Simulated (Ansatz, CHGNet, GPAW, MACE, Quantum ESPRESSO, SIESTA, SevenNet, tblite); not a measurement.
**Other levels on Ru(0001) slab (54 atoms)**

The cell holds 54 atoms: 54 Ru. Cell: a = 8.118 Å, b = 8.118 Å, c = 22.705 Å, α = 90.0°, β = 90.0°, γ = 60.0°. It derives from Ru (hcp). Hcp Ru (a = 2.706 Å, c = 4.282 Å), (0001) slab of 3 repeat layers, 3 x 3 surface cells, 12 Å of vacuum; not relaxed, displaced by a Gaussian of 0.02 Å. Then every atom was moved at random, 0.02 Å r.m.s. a Cartesian component. Vacuum lies along c.

Geometry: as built.

The reference, a calculation:

* method: Kohn-Sham DFT, PBE, SSSP efficiency 1.3.0 pseudopotentials, plane waves (Quantum ESPRESSO 7.5); sssp-pbe-1.3.0-efficiency, cutoffs 45/360 Ry, Γ point
* r.m.s. force component: 0.5481 eV/Å
* longest force: 1.409 eV/Å
* time: 3.4 min on 4 MPI ranks of Arm Neoverse V1, shared host
* CPU time: 14 min

Q: Estimate the differences from the reference, the CPU time and the memory of each run.
- SIESTA PBE, DZP, shift 0.01 Ry, mesh 100 Ry (SIESTA 5.4.2; 2 MPI ranks)
- SIESTA PBE, SZP, shift 0.01 Ry, mesh 300 Ry (SIESTA 5.4.2; 1 thread)
- MACE MP-0b2 small potential (MACE MP-0b2 small; 1 thread)
- CHGNet r2SCAN potential (CHGNet r2SCAN; 1 thread)
- SIESTA BLYP, PBE potentials, DZP, shift 0.01 Ry, mesh 300 Ry (SIESTA 5.4.2; 2 MPI ranks)
- SevenNet 0 potential (SevenNet 0; 1 thread)
- SIESTA PBE, DZP, shift 0.01 Ry, mesh 300 Ry (SIESTA 5.4.2; 2 MPI ranks)
- SIESTA PBE, TZP, shift 0.01 Ry, mesh 300 Ry (SIESTA 5.4.2; 2 MPI ranks)

Differences are against the plane-wave reference, forces as r.m.s. over components; share is that over the reference's r.m.s. force, slope the least-squares factor from reference forces to these. Total energies of different programs have different zeros and aren't compared.

```tsv
run	Δ force, r.m.s. (meV/Å)	share (%)	slope	cores	CPU time	memory (GiB)
reference	-	-	-	4	14 min	1.8
SIESTA PBE, DZP, shift 0.01 Ry, mesh 100 Ry (coarse)	96.7	17.6	0.939	2	2 min	0.59
SIESTA PBE, SZP, shift 0.01 Ry, mesh 300 Ry (coarse)	139	25.3	0.927	1	4.8 min	0.85
MACE MP-0b2 small potential	519	94.6	0.466	1	6.3 s	0.65
CHGNet r2SCAN potential	332	60.6	0.501	1	3.8 s	1.1
SIESTA BLYP, PBE potentials, DZP, shift 0.01 Ry, mesh 300 Ry	268	48.8	0.705	2	6.3 min	1.2
SevenNet 0 potential	440	80.3	0.391	1	7.8 s	0.73
SIESTA PBE, DZP, shift 0.01 Ry, mesh 300 Ry	91.8	16.7	0.936	2	6.1 min	1.2
SIESTA PBE, TZP, shift 0.01 Ry, mesh 300 Ry	69.8	12.7	0.959	2	9.3 min	1.4
```

Rows marked coarse were listed beforehand as settings not expected to be converged; some can still land near the reference.

Times of the machine-learned potentials are mostly Python's start and the loading of weights.

CPU time is summed over cores on a shared host, where runs went side by side, so it is rough. Symmetry, cutoffs, thresholds, outputs and thread counts weren't matched or tuned between programs; memory under MPI is the largest rank's times the ranks.

The PBE runs in local orbitals, coarse settings apart, differ by 13 % (SIESTA PBE, TZP, shift 0.01 Ry, mesh 300 Ry) to 17 % (SIESTA PBE, DZP, shift 0.01 Ry, mesh 300 Ry); basis, grid and potentials can all enter. Machine-learned potentials differ by 61 % (CHGNet r2SCAN potential) to 95 % (MACE MP-0b2 small potential); they were trained on other programs' data, some at another functional. Among those trained on PBE data the slope goes as low as 0.39, with a correlation of 0.60, so directions differ as well as sizes. Rows with another functional or a dispersion term differ by 49 % (SIESTA BLYP, PBE potentials, DZP, shift 0.01 Ry, mesh 300 Ry), which mixes the change of model with differences of basis and potentials, some of them made for another functional. Runs with settings chosen to be coarse differ by 18 % (SIESTA PBE, DZP, shift 0.01 Ry, mesh 100 Ry) to 25 % (SIESTA PBE, SZP, shift 0.01 Ry, mesh 300 Ry), their programs' other errors included. Machine-learned potentials mimic data converged in k, so the reference's own k-point error enters their differences. The electronic-structure runs sample only Γ, in a cell whose shortest periodic width is 7 Å, which is coarse for a cell with partly filled levels.

[Logs are printed without paths, hosts, clocks, repeated set-up lines and the standing remarks that a program may print on its own settings, such as how far it seeks lower states.]

[Hosts, paths, dates, database ids (printed as entryN), source tags and the programs' standing remarks are cut or masked in the printed files.]
